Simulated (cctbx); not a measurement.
## MgBeGe2O6 across an absorption edge

Space group P2_1/c (no. 14), a = 10.0740 Å, b = 9.1120 Å, c = 5.4950 Å, α = 90.00°, β = 103.57°, γ = 90.00°.

| atom | mult. | x | y | z | Ueq (Å²) |
| --- | --- | --- | --- | --- | --- |
| Ge1 | 4 | 0.4608 | 0.8378 | 0.7549 | 0.0055 |
| Ge2 | 4 | 0.0522 | 0.8311 | 0.3182 | 0.0072 |
| Mg1 | 4 | 0.2529 | 0.9851 | 0.9557 | 0.0117 |
| O1 | 4 | 0.6337 | 0.8481 | 0.8155 | 0.0111 |
| O2 | 4 | 0.8726 | 0.8432 | 0.2411 | 0.0084 |
| O3 | 4 | 0.1455 | 0.5192 | 0.7235 | 0.0125 |
| O4 | 4 | 0.3696 | 0.4845 | 0.1949 | 0.0142 |
| O5 | 4 | 0.1063 | 0.8219 | 0.6610 | 0.0109 |
| O6 | 4 | 0.3907 | 0.7788 | 0.0056 | 0.0112 |
| Be1 | 4 | 0.2447 | 0.1550 | 0.4485 | 0.0155 |

The model was made for the exercise: a known structure type with other elements put in, its volume estimated, not relaxed; displacement parameters are assumed.

Calculated with cctbx: free-atom f′ and f″ from the Sasaki tables, no fine structure; amplitudes in electrons.

```csv
E (eV),F 1 2 1,F 2 2 0,F 1 1 1,F 3 0 0
10503,169.9,128.4,14.4,18.1
10853,165.0,125.7,13.6,17.5
10983,160.8,123.4,13.0,17.0
11043,156.6,121.2,12.4,16.5
11073,152.5,118.9,11.8,15.9
11088,148.3,116.6,11.1,15.4
11095,144.6,114.6,10.6,15.0
11099,140.8,112.5,10.0,14.5
11107,140.0,111.8,10.2,14.4
11111,145.2,114.7,10.9,15.1
11118,149.5,117.0,11.5,15.6
11133,154.1,119.5,12.2,16.2
11163,158.6,122.0,12.9,16.7
11253,164.3,125.2,13.7,17.5
11503,171.1,128.9,14.7,18.3
```

**Question.** Which edge is crossed, and why do the reflections move as they do?

The K edge of Ge. The edge is at 11103 eV. f′ of Ge falls from -4.1 e at 10983 eV to -7.5 e at 4 eV below it, and f″ steps from 0.49 to 3.88 e across it. Over that approach |F| changes by -12 % (1 2 1), -9 % (2 2 0), -23 % (1 1 1) and -15 % (3 0 0): a reflection falls where Ge scatters in phase with the total and rises where it scatters against it; it hardly moves where the Ge term is small or cancels by symmetry. Above the edge the larger f″ enters the imaginary part, where it can add to or cancel the other atoms' f″. The structure is centrosymmetric, so Friedel mates stay equal.

[Logs are printed without paths, hosts, clocks, repeated set-up lines and the standing remarks that a program may print on its own settings, such as how far it seeks lower states.]
